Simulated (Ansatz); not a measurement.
**Formation energy and levels of the substitutional impurity Te_Br in Li6MgBr8 (Fm-3m)**

Wanted: the transition levels of a substitutional impurity in Li6MgBr8 (Fm-3m), from a cell of 60 host atoms with 1 Br taken out and 1 Te put in.

Calculated with Ansatz 0.2.0; place-levels on PBEsol runs: charge-transition levels and formation energies with image-charge correction and potential alignment at the atomic sites.

Most raw output is cut from this account.

## (1) The structure

The cell holds 60 atoms: 24 Li, 4 Mg, 31 Br and 1 Te. Cell: a = 10.847 Å, b = 10.847 Å, c = 10.847 Å, α = 90.0°, β = 90.0°, γ = 90.0°. It derives from Li6MgBr8 (space group Fm-3m). Nearest the centre at fractional (0.250, 0.250, 0.750): Te33 at 0.00 Å, Li21 at 2.71 Å, Li13 at 2.71 Å, Li2 at 2.71 Å, Li17 at 2.71 Å, Li9 at 2.71 Å, Li7 at 2.71 Å, Br55 at 3.84 Å.

Screening for the image-charge correction: ε∞ = 3.52, ε0 = 11.03, from a response run on this crystal (DFPT, PBEsol) at that run's own cell.

The cell's shortest repeat is 10.8 Å.

## (2) What was run first

A transition level is the Fermi level at which two charge states cost the same, so each charge needs its own total energy, at its own relaxed structure.

Each atom starts 0.05 Å or so off its site in a random direction: a symmetric start keeps its symmetry, and would miss off-centre moves and Jahn–Teller distortions. Forces are taken at one point at (¼, ¼, ¼). The cell holds 1 electron more than the neutral one, with a uniform background that keeps it neutral on the whole.

The sampling was tested on the host first: at the k-points planned (1x1x1 shifted 0.25 0.25 0.25) its energy lies 0.000 eV an atom from the dense-mesh value, under the bound of 0.02 eV set for this test; that bounds the host's error, not the defect's.

One of the inputs; charge, spin and start change from state to state.

qm1.relax/input.yaml

```yaml
crystal:
  lattice:
    - [10.84714592, 0.0, 0.0]
    - [0.0, 10.84714592, 0.0]
    - [0.0, 0.0, 10.84714592]
  atoms:
    - { symbol: Li, position: [0.25, 0.0, 0.25] }
    - { symbol: Li, position: [0.25, 0.5, 0.75] }
[... 4 atom lines left out ...]
    - { symbol: Li, position: [0.5, 0.25, 0.75] }
[... 1 atom line left out ...]
    - { symbol: Li, position: [0.0, 0.25, 0.75] }
[... 3 atom lines left out ...]
    - { symbol: Li, position: [0.25, 0.0, 0.75] }
[... 3 atom lines left out ...]
    - { symbol: Li, position: [0.25, 0.25, 0.0] }
[... 3 atom lines left out ...]
    - { symbol: Li, position: [0.25, 0.25, 0.5] }
[... 3 atom lines left out ...]
    - { symbol: Mg, position: [0.0, 0.0, 0.0] }
[... 7 atom lines left out ...]
    - { symbol: Br, position: [0.25, 0.25, 0.75] }
[... 3 atom lines left out ...]
    - { symbol: Br, position: [0.0, 0.24494824, 0.0] }
[... 1 atom line left out ...]
    - { symbol: Br, position: [0.5, 0.24494824, 0.5] }
[... 1 atom line left out ...]
    - { symbol: Br, position: [0.25505176, 0.0, 0.5] }
    - { symbol: Br, position: [0.25505176, 0.5, 0.0] }
[... 2 atom lines left out ...]
    - { symbol: Br, position: [0.24494824, 0.0, 0.0] }
    - { symbol: Br, position: [0.24494824, 0.5, 0.5] }
[... 2 atom lines left out ...]
    - { symbol: Br, position: [0.0, 0.0, 0.75505176] }
[... 2 atom lines left out ...]
    - { symbol: Br, position: [0.5, 0.5, 0.75505176] }
[... 1 atom line left out ...]
    - { symbol: Br, position: [0.0, 0.5, 0.74494824] }
    - { symbol: Br, position: [0.5, 0.0, 0.74494824] }
[... 1 atom line left out ...]
    - { symbol: Br, position: [0.0, 0.25505176, 0.5] }
[... 1 atom line left out ...]
    - { symbol: Br, position: [0.5, 0.25505176, 0.0] }
    - { symbol: Br, position: [0.5, 0.75505176, 0.5] }
  supercell: [1, 1, 1]
  defects: [{ substitution: { at: 32, symbol: Te } }]
total_charge: -1
basis:
  ecutwfc: 420
  xc_grid: 2
hamiltonian:
  xc: pbesol
kpoints:
  mp_grid: { grid: [1, 1, 1], shift: [0.25, 0.25, 0.25] }
scf:
  occupations: { method: fixed }
  max_iter: 100
output:
  forces: true
  charged_corrections: { epsilon: 3.52, static_epsilon: 11.03 }
relax:
  f_tol: 0.02
  max_steps: 80
  random_displacement: { amplitude: 0.05, seed: 7923 }
checkpoint:
  write: "../qm1.relax.run"
  compress: false
  write_wavefunctions: true
  write_every: 100000
```

Launch:

```
ansatz run input.yaml --threads 4 --pin off --max-ram 7536MiB --backend cpu --events-out ev --progress --plain --runs-dir out
```

The relaxed structure is kept and the sampling changed to a 2×2×2 shifted mesh.

The run of this state that the levels use, under PBEsol:

qm1.point/input.yaml

```yaml
crystal:
  checkpoint: "../qm1.relax.run"
  host: checkpoint
total_charge: -1
basis:
  ecutwfc: 420
  xc_grid: 2
hamiltonian:
  xc: pbesol
kpoints:
  mp_grid: { grid: [2, 2, 2], shift: [0.5, 0.5, 0.5] }
scf:
  occupations: { method: fermi_dirac, width: 0.01 }
  max_iter: 100
output:
  forces: true
  eigenvalues: true
  charged_corrections:
    epsilon: 3.52
    static_epsilon: 11.03
    defect_position: [0.25, 0.25, 0.75]
  eigenstates: { localisation: true }
  populations: true
  band_densities: [{ bands: [v1, v1] }, { bands: [c1, c1] }]
  write_density: true
  write_potential: true
  volumetric_format: npy
checkpoint:
  read: "../qm1.relax.run"
  write: "../qm1.point.run"
  compress: false
  write_wavefunctions: false
  write_every: 100000
```

Relaxations under PBEsol at one point at (¼, ¼, ¼); times on 4 threads of Arm Neoverse V2, shared host:

```
charge  moment (μB)  occupations    outcome  steps  largest displacement against the far atoms (Å)     time
    −1            0        fixed  converged      4                                            0.09     55 s
     0            1        fixed  converged      6                                            0.25  2.9 min
```

Single points under PBEsol at a 2×2×2 shifted mesh; times on 4 threads of Arm Neoverse V2, shared host:

| charge | moment (μB) | occupations | outcome | time |
| --- | --- | --- | --- | --- |
| −1 | 0 | fermi-dirac | converged | 1.8 min |
| 0 | 1 | fermi-dirac | converged | 4.5 min |

Distances (Å) from Te33 to the nearest atoms after relaxation with PBEsol:

| charge | moment (μB) | 1. | 2. | 3. | 4. | 5. | 6. |
| --- | --- | --- | --- | --- | --- | --- | --- |
| −1 | 0 | Li 2.66 | Li 2.66 | Li 2.66 | Li 2.66 | Li 2.66 | Li 2.66 |
| 0 | 1 | Li 2.79 | Li 2.80 | Li 2.82 | Li 2.82 | Li 2.84 | Li 2.84 |

## (3) Placing the levels, PBEsol

A charged cell interacts with its images and the background, and its potential has another zero than the host's. place-levels removes the first by a point-charge model, screened by the static dielectric constant since the ions have relaxed around the charge, and the second by comparing potentials at atoms far from the defect.

The host is a run of the defect-free crystal in the same cutoffs, grids and k-points, so that basis and sampling errors cancel in part in the differences. Its band edges come from a run of the primitive cell that searches the zone for them. Chemical potentials are energies per atom of Br (solid Br2 (Cmce)) and Te (trigonal tellurium), run with the same functional and cutoff.

levels.point.yaml

```yaml
host:
  run: host.point.run
  levels_from: { run: edges.point.run }
states: [qm1.point.run, q0_M1.point.run]
geometry_from:
  qm1.point.run: qm1.relax.run
  q0_M1.point.run: q0_M1.relax.run
  host.point.run: host.relax.run
chemical_potentials:
  Br:
    energy: -2736.47272
    dataset: "<sha256 of the dataset>"
  Te:
    energy: -6901.512744
    dataset: <sha256 of the dataset>
epsilon: 3.52
static_epsilon: 11.03
vertical:
  - { from: qm1.point.run, to: qm1.point_neutral.run }
```

Launch:

```
ansatz place-levels levels.point.yaml -- --threads 4 --pin off --max-ram 7536MiB
```

Elapsed: 0.27 s, on 4 threads of Arm Neoverse V2, shared host.

Under PBEsol the gap is 4.68 eV, (0/−1) 1.63 eV.

Levels between the charges placed, in eV above the valence top:

```csv
,gap (eV),(0/−1)
PBEsol,4.68,1.63
```

Corrections by state:

| charge | moment (μB) | image terms and alignment (eV) | band filling (eV) | ε used | over the lowest of its charge, as the program ranks them, band filling apart (eV) |
| --- | --- | --- | --- | --- | --- |
| 0 | 1.0 | 0.000 | - | - | 0.000 |
| −1 | 0.0 | 0.054 | - | 11.03 | 0.000 |

The charged structures listed were also run neutral, and place-levels reads from each pair, by the potential or the spins, how wide the charge is by which they differ; that can be the carrier of either run.

```csv
charge,rms radius (Å),spread where it is widest against the cell (Å),wide from (Å),reading
−1,2.5,1.46,1.88,narrow
```

The neutral runs of these pairs need not share the spin of the lowest neutral state, and very wide values only mean spread over the cell.

Chemical potentials of the elements' reference phases, run alike. Formation energies (elemental references), with the Fermi level at the valence top and at the conduction bottom (gap 4.68 eV):

```csv
charge,at valence top (eV),at conduction bottom (eV),correction included (eV)
0,3.18,3.18,0.00
−1,4.81,0.13,0.05
```

(Fermi level (eV), lowest formation energy (eV)): (0.00, 3.18), (0.42, 3.18), (0.85, 3.18), (1.27, 3.18), (1.70, 3.11), (2.12, 2.68), (2.55, 2.26), (2.98, 1.83), (3.40, 1.41), (3.83, 0.98), (4.25, 0.56), (4.68, 0.13)

## (4) Effect of the sampling

The relaxations' own energies give the levels at their sampling, for comparison.

levels.relax_mesh.yaml

```yaml
host:
  run: host.relax.run
  levels_from: { run: edges.relax.run }
states: [qm1.relax.run, q0_M1.relax.run]
chemical_potentials:
  Br:
    energy: -2736.47272
    dataset: "<sha256 of the dataset>"
  Te:
    energy: -6901.512744
    dataset: <sha256 of the dataset>
```

Launch:

```
ansatz place-levels levels.relax_mesh.yaml -- --threads 4 --pin off --max-ram 7536MiB
```

Elapsed: 0.13 s, on 4 threads.

Levels between neighbouring charges, in eV above the valence top:

```csv
,gap (eV),(0/−1)
"one point at (¼, ¼, ¼)",4.68,1.65
a 2×2×2 shifted mesh,4.68,1.63
```

Going from one point at (¼, ¼, ¼) to a 2×2×2 shifted mesh moves the levels that carry no band-filling term by up to 0.02 eV and formation energies against the elements by up to 0.02 eV.

## (5) place-levels, r2SCAN

r2SCAN on the same structure is run to see how far the result rests on the functional, though not on the errors that semilocal functionals share; the sampling changes too, to one point at (¼, ¼, ¼), so differences hold both changes.

qm1.r2scan/input.yaml

```yaml
crystal:
  checkpoint: "../qm1.relax.run"
  host: checkpoint
total_charge: -1
basis:
  ecutwfc: 500
  xc_grid: 2
hamiltonian:
  xc: r2scan
kpoints:
  mp_grid: { grid: [1, 1, 1], shift: [0.25, 0.25, 0.25] }
scf:
  occupations: { method: fermi_dirac, width: 0.01 }
  max_iter: 100
output:
  forces: true
  eigenvalues: true
  charged_corrections:
    epsilon: 3.52
    static_epsilon: 11.03
    defect_position: [0.25, 0.25, 0.75]
checkpoint:
  write: "../qm1.r2scan.run"
  compress: false
  write_wavefunctions: false
  write_every: 100000
```

Elapsed: 35 s, on 4 threads; peak memory 2.5 GiB; 1.7 min of CPU time.

levels.r2scan.yaml

```yaml
host:
  run: host.r2scan.run
  levels_from: { run: edges.r2scan.run }
states: [qm1.r2scan.run, q0_M1.r2scan.run]
geometry_from:
  qm1.r2scan.run: qm1.relax.run
  q0_M1.r2scan.run: q0_M1.relax.run
  host.r2scan.run: host.relax.run
chemical_potentials:
  Br:
    energy: -2792.85859
    dataset: "<sha256 of the dataset>"
  Te:
    energy: -6994.822915
    dataset: <sha256 of the dataset>
```

Launch:

```
ansatz place-levels levels.r2scan.yaml -- --threads 4 --pin off --max-ram 7536MiB
```

The job ended after 0.18 s (4 threads).

Under r2SCAN the gap is 5.65 eV, (0/−1) 1.99 eV.

## (6) The ladder

Levels between neighbouring charges, in eV above each run's own valence top:

```
                                        gap (eV)  (0/−1)  CPU time a state at this stage (restarts are quicker than cold starts)
            PBEsol, 2×2×2 shifted mesh      4.68    1.63                                                                 9.4 min
r2SCAN on PBEsol structures, (¼, ¼, ¼)      5.65    1.99                                                                   4 min
```

## (7) What came out

- gap of the host: 4.68 eV (PBEsol)
- level (0/minus 1): 1.63 eV above the valence top
- lowest of the charges placed, just above the valence top (0.02 eV): 0
- lowest of the charges placed, just below the conduction bottom (0.02 eV): −1
- lowest formation energy at mid-gap of the charges run, elemental references: 2.47 eV

In words: Of the charges placed (−1 and 0), the lowest changes at 1.63 eV (0/−1) above the valence top, in a gap of 4.68 eV. Charges above 0 and below −1 were not placed, so these runs say nothing of levels that involve them. States placed: 0 at 1 μB; −1 at 0 μB. Other spin states or structures, where not listed, weren't placed. Te is taken at its element; compounds, which aren't counted here, bound the chemical potentials and would shift these formation energies. Going from one point at (¼, ¼, ¼) to a 2×2×2 shifted mesh moves the levels that carry no band-filling term by up to 0.02 eV and formation energies against the elements by up to 0.02 eV. Limits: PBEsol makes the gap too small and tends to spread out bound carriers; spin–orbit coupling, which can matter with heavy atoms, is left out.

[Logs are printed without paths, hosts, clocks, repeated set-up lines and the standing remarks that a program may print on its own settings, such as how far it seeks lower states.]

[Hosts, paths, dates, database ids (printed as entryN), source tags and the programs' standing remarks are cut or masked in the printed files.]

[Where a table of states has a column of steps, it counts the stored structures, which are thinned; the runs took as many ionic steps or more.]

[A defect's name tells the site on which it was built; relaxed atoms can leave that site.]

[For some hosts the program warned that the k-mesh of the response run may be too coarse for force constants and the static dielectric constant; such warnings are not shown here.]
